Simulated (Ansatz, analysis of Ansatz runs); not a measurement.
# CsLi2Br3 (Immm), nudged elastic band: V_Br hop (4.0 Å) (q = 0), part 2 of 3

How high is the barrier when Br changes place in CsLi2Br3 (Immm)? The case: V_Br hop (4.0 Å), charge 0, in a cell of 72 host atoms with 1 Br taken out.

Ansatz 0.2.0; plane-wave PAW DFT, PBEsol; nudged elastic band between two relaxed defect structures.

So far: Starting point; Relaxation of the start point, charge 0.

## 3. Relaxation of the end point, charge 0

Level of this step: plane-wave PAW DFT, PBEsol; relaxation of all atoms of a defect supercell (Ansatz).

The end point is relaxed in the same cell and settings, so that the two energies compare. Atoms more than 3.2 Å from the middle of the hop start where the first relaxation left them, the nearer ones on or close to their ideal places, with small random displacements.

q0_M1.end/input.yaml

```yaml
crystal:
  lattice:
    - [13.85313549, 0.0, 0.0]
    - [4.61771183, 11.05374572, 0.0]
    - [0.0, 0.0, 13.17916514]
  atoms:
    - { symbol: Cs, position: [2.336e-05, 0.50010549, -0.00177391] }
    - { symbol: Cs, position: [0.08330051, 0.75031838, 0.50155341] }
[... 17 atom lines left out ...]
    - { symbol: Br, position: [0.25509225, 0.74548808, 0.72242022] }
[... 4 atom lines left out ...]
    - { symbol: Cs, position: [0.33333333, 0.5, 0.0] }
[... 4 atom lines left out ...]
    - { symbol: Li, position: [0.41666667, 0.75, 0.80795837] }
[... 1 atom line left out ...]
    - { symbol: Li, position: [0.58653408, 0.2379695, 0.80889512] }
    - { symbol: Li, position: [0.34004533, 0.50016664, 0.69131932] }
    - { symbol: Li, position: [0.41706746, 0.74949669, 0.19229515] }
[... 2 atom lines left out ...]
    - { symbol: Br, position: [0.33414364, 0.00225063, 0.78236353] }
[... 5 atom lines left out ...]
    - { symbol: Br, position: [0.58243899, 0.74413026, 0.7197051] }
[... 1 atom line left out ...]
    - { symbol: Br, position: [0.5, 0.5, -0.22091] }
[... 1 atom line left out ...]
    - { symbol: Br, position: [0.58226782, 0.25131198, -0.0008025] }
    - { symbol: Cs, position: [0.66666667, 0.5, 0.0] }
[... 7 atom lines left out ...]
    - { symbol: Li, position: [0.66041244, 0.4988236, 0.69143382] }
[... 14 atom lines left out ...]
    - { symbol: Br, position: [0.91720375, 0.24951223, -0.00026257] }
basis:
  ecutwfc: 420
  xc_grid: 2
hamiltonian:
  xc: pbesol
kpoints:
  mp_grid: { grid: [1, 1, 1], shift: [0.25, 0.25, 0.25] }
magnetization:
  spin_polarized: true
  initial_magnetization: 1
  spin_locking: { lock_magnetization: hard }
scf:
  occupations: { method: fixed }
  max_iter: 150
output:
  forces: true
relax:
  f_tol: 0.02
  max_steps: 70
  random_displacement: { amplitude: 0.01, seed: 7809 }
```

The run is started by

```sh
ansatz run input.yaml --threads 32 --pin off --max-ram 84787MiB --backend cuda --events-out ev --progress --plain --runs-dir out --max-vram 78GiB
```

Numbers of over 12 decimals in the logs are rounded to 6 here.

Output:

```text
[...]
Crystal: 71 atoms, lattice volume = 2018.113 Å³
Basis set: ecut = 420 eV, 39381 PW (Γ), exchange–correlation on 192×162×180 points (8 copies of the dense FFT grid, shifted against one another)
Bands: 284, of which v1, the nominal top of the filled ones, is band 213 counted from 1 (212 counted from 0)
Symmetry: 1 space group operations
k-points: 1
[...]
Starting moments: Σ|m| = 1 μB on 71 of 71 sites
[...]
SCF iter   1: F=—  HF=-167803.251142 eV  |F-HF|=—  |Δ(HF+E_count)|=         —  Δρ=1.24e-2 (↑1.19e-2 ↓1.24e-2)  dr2=2.75e1  dr2_m=3.34e-2  M=1.000 μB ∫|m|=1.013 μB  β_m=0.30  ethr=3.10e-3  ⟨swp⟩=8.0  Hψ=1710  notcnv=0  defer=138
[...]
SCF iter   2: F=—  HF=-167796.976699 eV  |F-HF|=—  |Δ(HF+E_count)|=    6.27e0  Δρ=8.40e-3 (↑8.08e-3 ↓8.40e-3)  dr2=1.38e1  dr2_m=1.79e-2  M=1.000 μB ∫|m|=1.012 μB  β_m=0.64  ethr=3.10e-3  ⟨swp⟩=3.0  Hψ=598  notcnv=0  defer=138
[...]
- { symbol: Li, position: [0.416927, 0.749592, 0.810791] }
    - { symbol: Li, position: [0.499985, -0.000805, 0.307784] }
    - { symbol: Li, position: [0.584252, 0.246645, 0.808489] }
    - { symbol: Li, position: [0.333729, 0.500274, 0.692701] }
    - { symbol: Li, position: [0.416859, 0.750025, 0.188786] }
    - { symbol: Li, position: [0.500191, -0.001258, 0.691897] }
    - { symbol: Li, position: [0.583601, 0.248670, 0.191908] }
[...]
- { symbol: Cs, position: [0.665919, 0.501239, 0.000245] }
    - { symbol: Cs, position: [0.749963, 0.749896, 0.499765] }
    - { symbol: Cs, position: [0.832917, 0.000738, -6.298361618870862e-5] }
    - { symbol: Cs, position: [0.917043, 0.249227, 0.500261] }
[...]
- { symbol: Li, position: [0.666238, 0.499511, 0.692830] }
    - { symbol: Li, position: [0.750199, 0.749224, 0.191960] }
    - { symbol: Li, position: [0.833524, -0.001907, 0.691721] }
    - { symbol: Li, position: [0.916679, 0.250174, 0.192056] }
[...]
- { symbol: Br, position: [0.666519, 0.499411, 0.500373] }
    - { symbol: Br, position: [0.751387, 0.749264, -0.000122] }
    - { symbol: Br, position: [0.833504, -0.000390, 0.499782] }
    - { symbol: Br, position: [0.916847, 0.249773, -7.634157074310354e-5] }
[key lines of the parts left out:]
SCF converged after 3 iterations
```

It took 4.7 s on 1 × NVIDIA GB200 with 32 threads of Arm Neoverse V2, shared host; peak memory 1.6 GiB; 15 s of CPU time.

Step by step:

```
step  energy less that of the first step (eV)  largest force component (eV/Å)
   1                                   0.0000                          0.1821
   2                                  -0.0392                          0.1431
   3                                  -0.0688                          0.0114
   4                                  -0.0688                          0.0113
```

The atoms that moved most (Å, from the sites as typed, ahead of the random displacement):

```
atom      dx      dy      dz  length
Li32   0.008   0.096  -0.006   0.096
Br20  -0.043   0.053  -0.057   0.090
Li33  -0.088   0.001   0.018   0.089
Br45  -0.003   0.023   0.084   0.087
Li56   0.083   0.007   0.018   0.085
Br65   0.038  -0.043  -0.059   0.082
Br41  -0.036  -0.060  -0.032   0.077
Br43   0.037   0.063  -0.023   0.077
```

Neighbours of Br45 at the end:

```
atom  distance (Å)
Li33         2.605
Li56         2.607
Li30         2.756
Li32         2.840
Cs25         3.650
Cs48         3.651
Br20         3.689
Br43         3.691
Br65         3.720
Br41         3.725
```

Numbers from this step:

```
free energy                                                                                       : -167791.6693 eV
total moment                                                                                      : 1 μB
integral of the absolute spin density                                                             : 1.018 μB
spin contamination                                                                                : 7.99e-4
r.m.s. move of the farther half of the atoms                                                      : 0.008869 Å
largest move from the ideal geometry of this structure, a common shift of the far atoms taken out : 0.09063 Å
```

The relaxation gained 0.069 eV and ended with a largest force component of 0.011 eV/Å. The end lies 0.062 eV above the start.

## 4. Nudged elastic band, charge 0

5 movable images are laid between the ends on a pair-potential path, which keeps atoms from colliding in the first guess. Each image feels the true force across the path and a spring force along it. The highest image is set to climb to the top of the path.

This step: plane-wave PAW DFT, PBEsol; nudged elastic band between two relaxed defect structures.

q0_M1.neb/input.yaml

```yaml
crystal:
  lattice:
    - [13.85313549, 0.0, 0.0]
    - [4.61771183, 11.05374572, 0.0]
    - [0.0, 0.0, 13.17916514]
  atoms:
    - { symbol: Cs, position: [4.948e-05, 0.50033772, -0.00159343] }
    - { symbol: Cs, position: [0.08332663, 0.7505506, 0.50173388] }
    - { symbol: Cs, position: [0.16661896, 0.00021669, -5.743e-05] }
    - { symbol: Cs, position: [0.25038017, 0.25041024, 0.50109524] }
    - { symbol: Li, position: [0.00023905, 0.49978597, 0.30779747] }
    - { symbol: Li, position: [0.08416886, 0.74917419, 0.80810787] }
    - { symbol: Li, position: [0.16714805, -0.00033544, 0.30828146] }
    - { symbol: Li, position: [0.24920456, 0.25586237, 0.80851065] }
    - { symbol: Li, position: [0.0003735, 0.49949609, 0.69144373] }
    - { symbol: Li, position: [0.08321993, 0.7498471, 0.19231728] }
    - { symbol: Li, position: [0.16699028, 0.00192541, 0.69203411] }
    - { symbol: Li, position: [0.24943393, 0.25145506, 0.19224383] }
    - { symbol: Br, position: [4.295e-05, 0.00012446, 0.77924327] }
    - { symbol: Br, position: [0.08367352, 0.24960787, 0.28353462] }
    - { symbol: Br, position: [0.16688397, 0.50081103, 0.78036171] }
    - { symbol: Br, position: [0.25000633, 0.7499224, 0.28244949] }
    - { symbol: Br, position: [0.00014211, 0.00010147, 0.21768893] }
    - { symbol: Br, position: [0.08406689, 0.24992889, 0.71846058] }
    - { symbol: Br, position: [0.16622957, 0.50022062, 0.21585892] }
    - { symbol: Br, position: [0.25511837, 0.74572031, 0.7226007] }
    - { symbol: Br, position: [0.00016765, 0.49987667, 0.49981279] }
    - { symbol: Br, position: [0.08285726, 0.75091196, -0.0001686] }
    - { symbol: Br, position: [0.16837688, -0.00130948, 0.5007984] }
    - { symbol: Br, position: [0.25016352, 0.2505392, 4.69e-06] }
    - { symbol: Cs, position: [0.33364424, 0.50135468, -0.0035728] }
    - { symbol: Cs, position: [0.41808588, 0.746708, 0.50038027] }
    - { symbol: Cs, position: [0.49998683, 0.00032456, 0.00183925] }
    - { symbol: Cs, position: [0.5823154, 0.25299902, 0.50044608] }
    - { symbol: Li, position: [0.33269587, 0.50019194, 0.30680734] }
    - { symbol: Li, position: [0.41345121, 0.76247683, 0.80912425] }
    - { symbol: Li, position: [0.50011296, 0.00010278, 0.30850503] }
    - { symbol: Li, position: [0.5865602, 0.23820173, 0.80907559] }
    - { symbol: Li, position: [0.34007145, 0.50039886, 0.69149979] }
    - { symbol: Li, position: [0.41709358, 0.74972892, 0.19247562] }
    - { symbol: Li, position: [0.50029031, -0.00055246, 0.69168925] }
    - { symbol: Li, position: [0.58312663, 0.25077011, 0.19248929] }
    - { symbol: Br, position: [0.33416976, 0.00248286, 0.782544] }
    - { symbol: Br, position: [0.4165204, 0.25012327, 0.28278301] }
    - { symbol: Br, position: [0.58370752, 0.75021482, 0.28284267] }
    - { symbol: Br, position: [0.33354519, -0.00014154, 0.21731281] }
    - { symbol: Br, position: [0.41780683, 0.25550657, 0.72001495] }
    - { symbol: Br, position: [0.50025861, 0.50009194, 0.21659708] }
    - { symbol: Br, position: [0.58246511, 0.74436248, 0.71988558] }
    - { symbol: Br, position: [0.331026, 0.50067308, 0.49894921] }
    - { symbol: Br, position: [0.41766397, 0.74902367, -0.00052758] }
    - { symbol: Br, position: [0.50022652, -6.23e-05, 0.50108216] }
    - { symbol: Br, position: [0.58229393, 0.25154421, -0.00062202] }
    - { symbol: Cs, position: [0.66643899, 0.49925717, -0.00348751] }
    - { symbol: Cs, position: [0.74997061, 0.7493884, 0.50095224] }
    - { symbol: Cs, position: [0.83336731, 0.00054282, -5.44e-05] }
    - { symbol: Cs, position: [0.91695464, 0.24919584, 0.50193413] }
    - { symbol: Li, position: [0.66774699, 0.49953841, 0.30691783] }
    - { symbol: Li, position: [0.75088795, 0.74497203, 0.80840853] }
    - { symbol: Li, position: [0.83321271, 0.00017935, 0.30823422] }
    - { symbol: Li, position: [0.91580959, 0.25171032, 0.80815951] }
    - { symbol: Li, position: [0.66043856, 0.49905583, 0.69161429] }
    - { symbol: Li, position: [0.75052266, 0.74933871, 0.19223739] }
    - { symbol: Li, position: [0.8336633, -0.00311136, 0.6919592] }
    - { symbol: Li, position: [0.91674323, 0.25099997, 0.19245332] }
    - { symbol: Br, position: [0.66606504, -0.00240965, 0.78246692] }
    - { symbol: Br, position: [0.75033329, 0.24999851, 0.28260148] }
    - { symbol: Br, position: [0.83333335, 0.49939912, 0.78020439] }
    - { symbol: Br, position: [0.91653529, 0.7504703, 0.28341739] }
    - { symbol: Br, position: [0.66663718, 0.0004892, 0.21725764] }
    - { symbol: Br, position: [0.74513874, 0.25437852, 0.72253985] }
    - { symbol: Br, position: [0.83401177, 0.49995525, 0.21615749] }
    - { symbol: Br, position: [0.91630679, 0.75001653, 0.71827627] }
    - { symbol: Br, position: [0.66925582, 0.49917801, 0.49903458] }
    - { symbol: Br, position: [0.7499478, 0.74988475, -1.151e-05] }
    - { symbol: Br, position: [0.83187978, 0.00114289, 0.50076869] }
    - { symbol: Br, position: [0.91722987, 0.24974446, -8.209e-05] }
basis:
  ecutwfc: 420
  xc_grid: 2
hamiltonian:
  xc: pbesol
kpoints:
  mp_grid: { grid: [1, 1, 1], shift: [0.25, 0.25, 0.25] }
magnetization:
  spin_polarized: true
  initial_magnetization: 1
  spin_locking: { lock_magnetization: hard }
scf:
  occupations: { method: fixed }
  max_iter: 150
output:
  forces: true
neb:
  images: 5
  f_tol: 0.04
  climbing: true
  initial_path: idpp
  max_iterations: 45
  order_check: true
  final_atoms:
    - { symbol: Cs, position: [0.00043587, 0.49939193, 0.00040463] }
    - { symbol: Cs, position: [0.08338867, 0.75040588, 0.50011172] }
[... 17 atom lines left out ...]
    - { symbol: Br, position: [0.25026019, 0.75070262, 0.71831535] }
[... 4 atom lines left out ...]
    - { symbol: Cs, position: [0.33273164, 0.50288313, 0.00067152] }
[... 4 atom lines left out ...]
    - { symbol: Li, position: [0.41678175, 0.74995078, 0.81100828] }
[... 1 atom line left out ...]
    - { symbol: Li, position: [0.58410645, 0.24700335, 0.80870598] }
    - { symbol: Li, position: [0.33358349, 0.50063255, 0.69291746] }
    - { symbol: Li, position: [0.41671344, 0.75038375, 0.18900247] }
[... 2 atom lines left out ...]
    - { symbol: Br, position: [0.33410825, -0.00119903, 0.78496025] }
[... 5 atom lines left out ...]
    - { symbol: Br, position: [0.5830568, 0.75025575, 0.71820501] }
[... 1 atom line left out ...]
    - { symbol: Br, position: [0.49898957, 0.50243083, -0.21430429] }
[... 1 atom line left out ...]
    - { symbol: Br, position: [0.58208894, 0.25057075, 0.0003685] }
    - { symbol: Cs, position: [0.66577365, 0.50159722, 0.00046135] }
[... 7 atom lines left out ...]
    - { symbol: Li, position: [0.66609285, 0.49986976, 0.69304683] }
[... 14 atom lines left out ...]
    - { symbol: Br, position: [0.91670191, 0.25013179, 0.00014044] }
```

Output:

```text
[...]
Warning: neb: disabling space-group detection — the band's intermediate images generally break the endpoint symmetry, so the full k-mesh is solved, and no spatial operation symmetrises the density, except that a semilocal band can use its path's symmetry [...]
[...]
parallel-image band execution: 3 concurrent image workers
NEB image 0
[...]
Crystal: 71 atoms, lattice volume = 2018.113 Å³
Basis set: ecut = 420 eV, 39381 PW (Γ), exchange–correlation on 192×162×180 points (8 copies of the dense FFT grid, shifted against one another)
Bands: 284, of which v1, the nominal top of the filled ones, is band 213 counted from 1 (212 counted from 0)
Symmetry: 1 space group operations
k-points: 1
[...]
Starting moments: Σ|m| = 1 μB on 71 of 71 sites
[...]
SCF iter   1: F=—  HF=-167803.264958 eV  |F-HF|=—  |Δ(HF+E_count)|=         —  Δρ=1.24e-2 (↑1.19e-2 ↓1.24e-2)  dr2=2.73e1  dr2_m=3.04e-2  M=1.000 μB ∫|m|=1.010 μB  β_m=0.30  ethr=3.10e-3  ⟨swp⟩=9.0  Hψ=1714  notcnv=0  defer=130
[...]
SCF iter   2: F=—  HF=-167797.008202 eV  |F-HF|=—  |Δ(HF+E_count)|=    6.26e0  Δρ=8.41e-3 (↑8.03e-3 ↓8.41e-3)  dr2=1.36e1  dr2_m=1.61e-2  M=1.000 μB ∫|m|=1.010 μB  β_m=0.64  ethr=3.10e-3  ⟨swp⟩=3.0  Hψ=595  notcnv=0  defer=138
[...]
SCF iter   9: F=-167791.731744 eV  HF=-167791.731744 eV  |F-HF|=2.74e-8  |Δ(HF+E_count)|=   3.19e-7  Δρ=5.69e-7 (↑5.69e-7 ↓5.66e-7)  dr2=6.34e-8  dr2_m=3.10e-10  M=1.000 μB ∫|m|=1.025 μB  ethr=2.35e-11  ⟨swp⟩=4.5  Hψ=1732  notcnv=0
SCF 1 converged in 9 iterations: F = -167791.731744 eV  dr2 = 6.34e-8
[...]
NSCF: frozen V_eff on 1 k-points
NEB image 6
[...]
SCF 2 converged in 9 iterations: F = -167791.669285 eV  dr2 = 5.93e-8
[...]
SCF 3 converged in 9 iterations: F = -167791.409301 eV  dr2 = 4.99e-8
[...]
SCF 6 converged in 10 iterations: F = -167790.700264 eV  dr2 = 2.02e-8
[...]
SCF 9 converged in 8 iterations: F = -167791.010960 eV  dr2 = 9.36e-9
[...]
SCF 12 converged in 8 iterations: F = -167791.488814 eV  dr2 = 4.71e-9
[...]
SCF 15 converged in 8 iterations: F = -167790.679862 eV  dr2 = 2.51e-9
[...]
SCF 18 converged in 6 iterations: F = -167791.582311 eV  dr2 = 2.48e-8
[...]
SCF 21 converged in 7 iterations: F = -167791.074832 eV  dr2 = 4.50e-9
[...]
SCF 24 converged in 6 iterations: F = -167791.592567 eV  dr2 = 1.25e-8
[...]
SCF 27 converged in 6 iterations: F = -167791.089417 eV  dr2 = 3.52e-8
[...]
SCF 30 converged in 6 iterations: F = -167790.702241 eV  dr2 = 1.78e-8
[...]
SCF 33 converged in 6 iterations: F = -167790.702804 eV  dr2 = 8.17e-9
[...]
SCF 36 converged in 6 iterations: F = -167790.703145 eV  dr2 = 6.95e-9
[...]
SCF 39 converged in 9 iterations: F = -167790.703145 eV  dr2 = 3.05e-8
[...]
SCF 42 converged in 9 iterations: F = -167790.704462 eV  dr2 = 4.34e-11
[...]
SCF 45 converged in 9 iterations: F = -167790.690570 eV  dr2 = 7.14e-10
[...]
SCF 48 converged in 9 iterations: F = -167790.696591 eV  dr2 = 9.53e-11
[...]
SCF 51 converged in 8 iterations: F = -167790.687586 eV  dr2 = 1.20e-9
[...]
SCF 54 converged in 8 iterations: F = -167790.687145 eV  dr2 = 1.59e-9
[...]
SCF 57 converged in 9 iterations: F = -167790.683814 eV  dr2 = 1.00e-9
[...]
SCF 60 converged in 9 iterations: F = -167790.700826 eV  dr2 = 1.01e-9
[...]
SCF 63 converged in 9 iterations: F = -167790.818410 eV  dr2 = 5.71e-9
[...]
SCF 66 converged in 7 iterations: F = -167791.634257 eV  dr2 = 1.41e-8
[...]
- { symbol: Br, position: [0.164656, 0.503819, 0.784909] }
    - { symbol: Br, position: [0.249398, 0.747998, 0.279650] }
    - { symbol: Br, position: [0.001974, -0.002190, 0.217233] }
    - { symbol: Br, position: [0.083433, 0.252234, 0.719609] }
    - { symbol: Br, position: [0.162801, 0.499069, 0.222178] }
    - { symbol: Br, position: [0.243034, 0.758258, 0.706562] }
    - { symbol: Br, position: [-0.000365, 0.502218, 0.502726] }
    - { symbol: Br, position: [0.082014, 0.746564, -0.001293] }
    - { symbol: Br, position: [0.166926, 0.003375, 0.497931] }
    - { symbol: Br, position: [0.246123, 0.238750, 0.000652] }
    - { symbol: Cs, position: [0.327788, 0.481157, 0.014358] }
    - { symbol: Cs, position: [0.416716, 0.750943, 0.489839] }
    - { symbol: Cs, position: [0.501736, -0.008267, 6.883837272945232e-5] }
    - { symbol: Cs, position: [0.580373, 0.259113, 0.500591] }
    - { symbol: Li, position: [0.330182, 0.502217, 0.310329] }
    - { symbol: Li, position: [0.408804, 0.777848, 0.775751] }
    - { symbol: Li, position: [0.497833, 0.004458, 0.306580] }
    - { symbol: Li, position: [0.589488, 0.229403, 0.814690] }
    - { symbol: Li, position: [0.330565, 0.513108, 0.695577] }
    - { symbol: Li, position: [0.420866, 0.738901, 0.194751] }
    - { symbol: Li, position: [0.505029, -0.001276, 0.687629] }
    - { symbol: Li, position: [0.585126, 0.243016, 0.194516] }
    - { symbol: Br, position: [0.335440, 0.006737, 0.777571] }
    - { symbol: Br, position: [0.413586, 0.251101, 0.280552] }
    - { symbol: Br, position: [0.585127, 0.748973, 0.280429] }
    - { symbol: Br, position: [0.335381, -0.006572, 0.214166] }
    - { symbol: Br, position: [0.418234, 0.267399, 0.725571] }
    - { symbol: Br, position: [0.500463, 0.499199, 0.221930] }
    - { symbol: Br, position: [0.587075, 0.753635, 0.702474] }
    - { symbol: Br, position: [0.328560, 0.504206, 0.501195] }
    - { symbol: Br, position: [0.460714, 0.619684, -0.105320] }
    - { symbol: Br, position: [0.499160, 0.006587, 0.497988] }
    - { symbol: Br, position: [0.582882, 0.245597, 0.003161] }
    - { symbol: Cs, position: [0.685722, 0.478584, 0.014374] }
    - { symbol: Cs, position: [0.750757, 0.753228, 0.494029] }
    - { symbol: Cs, position: [0.834979, -0.002441, 0.001672] }
    - { symbol: Cs, position: [0.915057, 0.252727, 0.504650] }
    - { symbol: Li, position: [0.668750, 0.500412, 0.310401] }
    - { symbol: Li, position: [0.751829, 0.742034, 0.807273] }
    - { symbol: Li, position: [0.832741, 0.002504, 0.307898] }
    - { symbol: Li, position: [0.915215, 0.250060, 0.810179] }
    - { symbol: Li, position: [0.662550, 0.509513, 0.695700] }
    - { symbol: Li, position: [0.752049, 0.746826, 0.191062] }
    - { symbol: Li, position: [0.833929, -0.007548, 0.690994] }
    - { symbol: Li, position: [0.923687, 0.241930, 0.194228] }
    - { symbol: Br, position: [0.666821, -0.000842, 0.783679] }
    - { symbol: Br, position: [0.751855, 0.250031, 0.280430] }
    - { symbol: Br, position: [0.834096, 0.501894, 0.785417] }
    - { symbol: Br, position: [0.915293, 0.753767, 0.281299] }
    - { symbol: Br, position: [0.666029, -0.000198, 0.217850] }
    - { symbol: Br, position: [0.735054, 0.269377, 0.728226] }
    - { symbol: Br, position: [0.838002, 0.498482, 0.223254] }
    - { symbol: Br, position: [0.915431, 0.752099, 0.715703] }
    - { symbol: Br, position: [0.669327, 0.502109, 0.500875] }
    - { symbol: Br, position: [0.751183, 0.747110, -0.000205] }
    - { symbol: Br, position: [0.828920, 0.006806, 0.500718] }
    - { symbol: Br, position: [0.931073, 0.238635, 0.001932] }
```

It took 57 s on 1 × NVIDIA GB200 with 32 threads; peak memory 3.4 GiB.

The path, image by image:

```
image  path (Å)  energy (eV)     Br45: x, y, z (Å)
    0     0.000       0.0000  9.245, 8.280, -0.007
    1     0.833       0.1302  9.254, 7.931, -0.280
    2     1.667       0.6518  9.244, 7.402, -0.819
    3     2.499       1.0286  9.244, 6.850, -1.388
    4     3.316       0.6429  9.230, 6.331, -1.974
    5     4.126       0.1799  9.230, 5.872, -2.515
    6     4.936       0.0625  9.233, 5.554, -2.824
```

Numbers from this step:

| Property | Result |
| --- | --- |
| free energy | -167790.7031 eV |
| total moment | 1 μB |
| integral of the absolute spin density | 1.059 μB |
| spin contamination | 0.002018 |
| barrier forward | 1.029 eV |
| barrier backward | 0.9661 eV |
| end less start | 0.06246 eV |
| hop length | 3.920 Å |

(Continued in part 3 of 3.)

[Logs are printed without paths, hosts, clocks, repeated set-up lines and the standing remarks that a program may print on its own settings, such as how far it seeks lower states.]

[Hosts, paths, dates, database ids (printed as entryN), source tags and the programs' standing remarks are cut or masked in the printed files.]
